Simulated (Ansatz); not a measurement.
## What PbSe2 (model cell, started as rutile) distorts into

Aim: this structure of PbSe2 (model cell, started as rutile) is to be tested for unstable modes, and one is followed downhill.

Calculated with Ansatz 0.2.0; DFT PBEsol, scalar-relativistic, plane waves, PAW.

This is a report of a sequence of runs, with most program output left out.

The structure was built from a prototype and need not be the compound's stable phase.

### Step 1. Set-up

Symmetry: P4_2/mnm, No. 136, tetragonal system. The conventional cell has a = 6.594 Å, b = 6.594 Å, c = 4.191 Å, α = 90.00°, β = 90.00°, γ = 90.00°. Nearest to Pb lie 6 Se at 2.79 to 2.82 Å. Se has 3 Pb at 2.79 to 2.82 Å nearest. Farther neighbours and most contacts between anions are not listed.

### Step 2. Response at finite wavevector

The cell comes from relaxations at this level that are not shown. Stability and thermal properties need the whole zone. Linear response on a 2×2×2 q mesh gives force constants as far as a supercell of that size would.

input.yaml

```yaml
crystal:
  lattice:
    - [6.5939545271, 0.0, 0.0]
    - [0.0, 6.5939545271, 0.0]
    - [0.0, 0.0, 4.1905182995]
  atoms:
    - { symbol: Pb, position: [0.0, 0.0, 0.0] }
    - { symbol: Pb, position: [0.5, 0.5, 0.5] }
    - { symbol: Se, position: [0.3028381319, 0.3028381319, 0.0] }
    - { symbol: Se, position: [0.6971618681, 0.6971618681, 0.0] }
    - { symbol: Se, position: [0.8028381319, 0.1971618681, 0.5] }
    - { symbol: Se, position: [0.1971618681, 0.8028381319, 0.5] }
kpoints:
  mp_grid: { grid: [6, 6, 8] }
hamiltonian:
  xc: pbesol
scf:
  occupations: { method: methfessel_paxton, width: 0.2 }
output:
  eigenvalues: true
phonons:
  method: dfpt
  qmesh: [2, 2, 2]
  temperatures: { t_max: 1000, t_step: 50 }
  qpath:
    path:
      - [[0.0, 0.0, 0.0], [0.0, 0.5, 0.0], [0.5, 0.5, 0.0], [0.0, 0.0, 0.0], [0.0, 0.0, 0.5], [0.0, 0.5, 0.5], [0.5, 0.5, 0.5], [0.0, 0.0, 0.5]]
      - [[0.0, 0.5, 0.0], [0.0, 0.5, 0.5]]
      - [[0.5, 0.5, 0.0], [0.5, 0.5, 0.5]]
    npoints: 10
```

Launch:

```console
ansatz run input.yaml --threads 8 --pin off --max-ram 14336MiB --backend cpu --events-out ev --progress --plain --runs-dir out
```

Run time: 15 min. Hardware: 8 threads of Arm Neoverse N1, shared host; peak memory 3.2 GiB; 1.9 h of CPU time.

Numbers from this step:

```
volume per atom                                         : 30.37 Å³
gap on the k-mesh                                       : 0 eV
sum-rule residual before enforcement                    : 6.45e-5 eV/Å²
lowest frequency on the path                            : -77.39 cm⁻¹
point group                                             : 4/mmm
highest frequency on the path or at a solved wavevector : 172.9 cm⁻¹
highest optical mode at the zone centre (no LO-TO term) : 163.7 cm⁻¹
lowest optical zone-centre mode                         : -73.96 cm⁻¹
lowest mode on the q mesh (acoustic modes at Γ apart)   : -77.27 cm⁻¹
```

Frequencies (cm⁻¹) solved at each irreducible wavevector; negative means imaginary. Frequencies by wavevector, by row:

```tsv
q in reciprocal lattice units	star	mode 1	mode 2	mode 3	mode 4	mode 16	mode 17	mode 18
0 0 0	1	-74	-67.8	-67.8	-46.8	153.1	153.6	163.7
0 0 -0.5	1	-71.9	-71.9	-64	-64	147.9	167	167
0 -0.5 0	2	-72.5	-72.5	-58.4	-58.4	145.8	167.6	167.6
0 -0.5 -0.5	2	-68.8	-68.8	-56.5	-56.5	144.9	172.9	172.9
-0.5 -0.5 0	1	-77.3	-77.3	-71.9	-71.9	149.7	155.8	155.8
-0.5 -0.5 -0.5	1	-64.4	-64.4	-53.9	-53.9	145.2	168.9	168.9
```

Interpolated from a 2×2×2 q mesh, rough between the solved points. The phonon branches at the labelled points (cm⁻¹):

```tsv
point	branch 1	branch 2	branch 3	branch 4	branch 15	branch 16	branch 17	branch 18
Γ	-74	-68	-68	-47	150	153	154	164
halfway	-74	-69	-65	-51	148	151	161	166
X	-72	-72	-58	-58	146	146	168	168
halfway	-75	-75	-65	-65	147	147	163	163
M	-77	-77	-72	-72	150	150	156	156
halfway	-76	-71	-66	-56	150	150	158	167
Γ	-74	-68	-68	-47	150	153	154	164
halfway	-72	-70	-70	-53	146	146	161	167
Z	-72	-72	-64	-64	148	148	167	167
halfway	-70	-70	-60	-60	146	146	170	170
R	-69	-69	-56	-56	145	145	173	173
halfway	-67	-67	-55	-55	145	145	171	171
A	-64	-64	-54	-54	145	145	169	169
halfway	-71	-64	-63	-55	146	146	169	172
Z	-72	-72	-64	-64	148	148	167	167
jump to X	-72	-72	-58	-58	146	146	168	168
halfway	-69	-69	-60	-60	148	148	171	171
R	-69	-69	-56	-56	145	145	173	173
jump to M	-77	-77	-72	-72	150	150	156	156
halfway	-68	-68	-66	-66	146	146	164	164
A	-64	-64	-54	-54	145	145	169	169
```

Symmetry leaves 6 wavevectors to solve. The lowest mode among them, the acoustic zeros apart, lies at q = (-0.5, -0.5, 0) and is imaginary, 77.3i cm⁻¹, so the energy falls along it.

### Step 3. The mode frozen in, largest atomic shift 0 Å

The mode followed lies at q = (-0.5, -0.5, 0) with frequency 77.3i cm⁻¹ and is 2-fold degenerate, the softest among the wavevectors solved. At small amplitude the distorted cell has space group no. 51 by a symmetry search on the positions. The undistorted cell that holds it gives the zero of energy on the same k mesh.

System of this step: PbSe2 (model cell, started as rutile). The structure is tetragonal, space group P4_2/mnm (No. 136). The conventional cell has a = 6.594 Å, b = 6.594 Å, c = 4.191 Å, α = 90.00°, β = 90.00°, γ = 90.00°. Pb has 6 Se at 2.79 to 2.82 Å nearest. Nearest to Se lie 3 Pb at 2.79 to 2.82 Å. Farther neighbours and most contacts between anions are not listed.

input.yaml

```yaml
crystal:
  lattice:
    - [0.0, 0.0, -4.1905182995]
    - [-6.5939545271, -6.5939545271, 0.0]
    - [-6.5939545271, 6.5939545271, 0.0]
  atoms:
    - { symbol: Pb, position: [1.0, 0.5, 0.5] }
    - { symbol: Pb, position: [1.0, 1.0, 0.0] }
    - { symbol: Pb, position: [0.5, 0.0, 0.5] }
    - { symbol: Pb, position: [0.5, 0.5, 0.0] }
    - { symbol: Se, position: [0.0, 0.1971618681, 0.5] }
    - { symbol: Se, position: [0.0, 0.6971618681, 0.0] }
    - { symbol: Se, position: [1.0, 0.8028381319, 0.5] }
    - { symbol: Se, position: [1.0, 0.3028381319, 0.0] }
    - { symbol: Se, position: [0.5, 1.0, 0.1971618681] }
    - { symbol: Se, position: [0.5, 0.5, 0.6971618681] }
    - { symbol: Se, position: [0.5, 1.0, 0.8028381319] }
    - { symbol: Se, position: [0.5, 0.5, 0.3028381319] }
kpoints:
  mp_grid: { grid: [8, 4, 4] }
hamiltonian:
  xc: pbesol
scf:
  occupations: { method: methfessel_paxton, width: 0.2 }
output:
  forces: true
  stress: true
  eigenvalues: true
```

Wall time 15 s (8 threads); peak memory 2.2 GiB.

Numbers from this step:

- pressure: 0.004306 GPa
- energy from the undistorted cell: 0 meV/atom

The run ends at a pressure of 0.00 GPa, with forces up to 0.0042 eV/Å.

### Step 4. The mode frozen in, largest atomic shift 0.6 Å

The atoms are moved along the unstable eigenvector, the largest shift by 0.6 Å, with the cell fixed.

input.yaml

```yaml
crystal:
  lattice:
    - [0.0, 0.0, -4.1905182995]
    - [-6.5939545271, -6.5939545271, 0.0]
    - [-6.5939545271, 6.5939545271, 0.0]
  atoms:
    - { symbol: Pb, position: [1.0, 0.5196038837, 0.5] }
    - { symbol: Pb, position: [1.0, 0.9803961163, 0.0] }
    - { symbol: Pb, position: [0.5, -0.003772119, 0.5] }
    - { symbol: Pb, position: [0.5, 0.503772119, 0.0] }
    - { symbol: Se, position: [0.0, 0.1983307637, 0.5] }
    - { symbol: Se, position: [0.0, 0.6959929725, 0.0] }
    - { symbol: Se, position: [1.0, 0.8040070275, 0.5] }
    - { symbol: Se, position: [1.0, 0.3016692363, 0.0] }
    - { symbol: Se, position: [0.5, 1.0643413701, 0.1971618681] }
    - { symbol: Se, position: [0.5, 0.4356586299, 0.6971618681] }
    - { symbol: Se, position: [0.5, 1.0643413701, 0.8028381319] }
    - { symbol: Se, position: [0.5, 0.4356586299, 0.3028381319] }
kpoints:
  mp_grid: { grid: [8, 4, 4] }
hamiltonian:
  xc: pbesol
scf:
  occupations: { method: methfessel_paxton, width: 0.2 }
output:
  forces: true
  stress: true
  eigenvalues: true
```

It took 22 s on 8 threads; peak memory 2.6 GiB.

This step gave:

```yaml
pressure: -0.6028 GPa
energy_from_the_undistorted_cell: -36.12 meV/atom
```

The energy, extrapolated to zero smearing, is -36.12 meV/atom against the undistorted cell.

The run ends at a pressure of -0.60 GPa, with forces up to 0.54 eV/Å.

### Step 5. Energy along the mode, all amplitudes (two of the runs are shown above)

An imaginary frequency means negative curvature, so the energy should fall and then rise again as anharmonic terms take over.

Numbers from this step:

- depth at the lowest point sampled: 36.12 meV/atom
- largest atomic shift at that point: 0.6 Å

The energy from the parent by largest atomic shift:

```tsv
largest atomic shift (Å)	energy from the parent (meV/atom)
0.000	0
0.040	-0.543
0.080	-2.13
0.140	-6.19
0.220	-13.7
0.320	-24.2
0.450	-34.7
0.600	-36.1
```

Displacement at unit largest shift by atom:

```tsv
atom	x (Å)	y (Å)	z (Å)	size
Pb1	-0.215	-0.215	0.000	0.304
Pb2	0.215	0.215	0.000	0.304
Pb3	0.041	0.041	0.000	0.058
Pb4	-0.041	-0.041	0.000	0.058
Se5	-0.013	-0.013	0.000	0.018
Se6	0.013	0.013	0.000	0.018
Se7	-0.013	-0.013	0.000	0.018
Se8	0.013	0.013	0.000	0.018
Se9	-0.707	-0.707	0.000	1.000
Se10	0.707	0.707	0.000	1.000
Se11	-0.707	-0.707	0.000	1.000
Se12	0.707	0.707	0.000	1.000
```

The lowest of the steps tried is the last one, at 0.6 Å, 36.1 meV/atom below the parent; the bottom of the well need not coincide with a step.

### Step 6. Relaxing from the distorted cell

Starting from the lowest point found, all atoms and the cell are let go, so that strain and other modes of the same symmetry can join in.

input.yaml, as its differences from that of step 4:

```diff
@@ -28 +28,6 @@
   eigenvalues: true
+relax:
+  adjacent_minimum: "off"
+  f_tol: 0.002
+  max_steps: 120
+  cell: { stress_tol: 0.03 }
```

It took 18 min on 8 threads; peak memory 2.9 GiB; 2.3 h of CPU time.

The steps of the relaxation (22 of 35):

```tsv
step	energy less that of the first step (eV)	largest force component (eV/Å)	pressure (GPa)	volume (Å³)
1	0.0000	0.3827	-0.60	364.41
3	-0.3658	0.2002	0.12	354.91
4	-0.4639	0.1367	0.45	350.32
6	-0.5426	0.0811	-0.12	354.63
7	-0.5482	0.0538	0.00	353.70
9	-0.5531	0.0085	0.04	353.94
11	-0.5548	0.0045	0.01	354.69
12	-0.5550	0.0058	-0.01	354.98
14	-0.4862	0.3085	0.95	357.27
16	-0.5992	0.0858	0.05	360.18
17	-0.6825	0.1852	0.48	363.53
19	-1.0114	0.2323	0.91	381.09
20	-1.0043	0.5244	-0.84	389.48
22	-1.1253	0.0902	-0.12	390.22
24	-1.1866	0.0815	-0.09	388.49
25	-1.1960	0.0531	0.10	385.16
27	-1.1976	0.0040	-0.03	386.25
29	-1.1976	0.0012	0.00	385.92
30*	-1.2016	0.0005	0.02	385.92
32	-1.2016	0.0033	0.00	386.33
33	-1.2016	0.0021	0.00	386.35
35*	-1.2017	0.0011	0.00	386.36
```

Relaxation steps marked * repeat the geometry before them on a plane-wave basis chosen anew for their cell, so energy and pressure can jump there. Other such steps can lie between the rows shown. Relaxation steps 14, 20 were tried and not accepted.

The run keeps the 8 symmetry operations that it works with, so distortions that break them were not tested.

```tsv
cell as run	before	after	change
a (Å)	4.191	3.907	-6.8 %
b (Å)	9.325	10.543	+13.1 %
c (Å)	9.325	9.379	+0.6 %
volume (Å³/atom)	30.37	32.20	+6.0 %
```

The atoms that moved most (Å, as changes of fractional coordinates times the final cell):

```tsv
atom	dx	dy	dz	length
Se5	-1.345	-1.345	0.000	1.903
Se8	1.345	1.345	0.000	1.903
Pb1	-0.890	-0.890	0.000	1.259
Pb2	0.890	0.890	0.000	1.259
Se6	0.810	0.810	0.000	1.146
Se7	-0.810	-0.810	0.000	1.146
Pb3	-0.764	-0.764	0.000	1.080
Pb4	0.764	0.764	0.000	1.080
```

The relaxed structure:

```xyz
12
Lattice="0.0000 0.0000 -3.9070 -7.4552 -7.4552 0.0000 -6.6323 6.6323 0.0000" Properties=species:S:1:pos:R:3 pbc="T T T"
Pb   -8.0798   -1.4475   -3.9070
Pb   -6.4191   -6.4191   -3.9070
Pb   -4.0518    2.5805   -1.9535
Pb   -2.9920   -2.9920   -1.9535
Se   -6.1401    0.4922    0.0000
Se   -4.3783   -4.3783    0.0000
Se  -10.1206   -3.4883   -3.9070
Se   -0.9037   -0.9037   -3.9070
Se   -9.1197   -6.7032   -1.9535
Se   -7.7956    1.2531   -1.9535
Se  -13.3355   -2.4874   -1.9535
Se   -5.3792   -1.1633   -1.9535
```

Numbers from this step:

| Quantity | Value |
| --- | --- |
| pressure | -0.001700 GPa |
| volume per atom | 32.20 Å³ |
| gap on the k-mesh | 0.03828 eV |

The distorted start has space group Pmma; the relaxation ends in Pmma.

### Step 7. What came out

```
unstable mode of the parent                                                      : q = (-0.5, -0.5, 0), 77i cm⁻¹
depth at the lowest point sampled                                                : 36.1 meV/atom
largest atomic shift at that point                                               : 0.6 Å
space group reached (within 0.01 Å)                                              : Pmma
energy gained over the parent (first relaxation, on the mesh of the frozen mode) : 136 meV/atom
volume per atom, phase reached                                                   : 32.2 Å³
gap on the k-mesh, phase reached                                                 : 0.0383 eV
```

What this shows: From this start the structure relaxes into Pmma, 136 meV/atom below the parent. At the parent's cell the well is 36.12 meV/atom deep on the steps tried, with its lowest point at a shift of 0.6 Å. That is the last step tried, so the steps alone don't bracket the bottom of the well. Relaxing atoms and cell changes the gain by +99.61 meV/atom against the lowest step (energies at zero smearing). Most of the total comes from this relaxation. The frozen pattern makes up only 16 % of the final shifts of the atoms, so other modes or strain give most of the change. The modes of the phase reached were not computed on this path. Of the 3 patterns followed to their end from this parent, this one ends 80.2 meV/atom above the lowest, P4_2/m. Each path keeps the symmetry of its pattern, so a lower phase may lie along a pattern not tried. The q mesh stands for a supercell only 8.4 Å across, so branches between the solved wavevectors are rough. With no gap, or one that is small against the smearing, the frequencies hang on the k mesh and the smearing, most of all near Kohn anomalies. A semilocal functional can close a gap that the real compound would have, so the metallic treatment may be an artefact of the level. Spin-orbit coupling is left out, which can matter for the heavy elements here. A phonon run warned that its eigensolver left some bands unconverged in a pass. The starting cell was built on a prototype and not taken from a measurement, so the phase need not exist.

[Logs are printed without paths, hosts, clocks, repeated set-up lines and the standing remarks that a program may print on its own settings, such as how far it seeks lower states.]

[Hosts, paths, dates, database ids (printed as entryN), source tags and the programs' standing remarks are cut or masked in the printed files.]
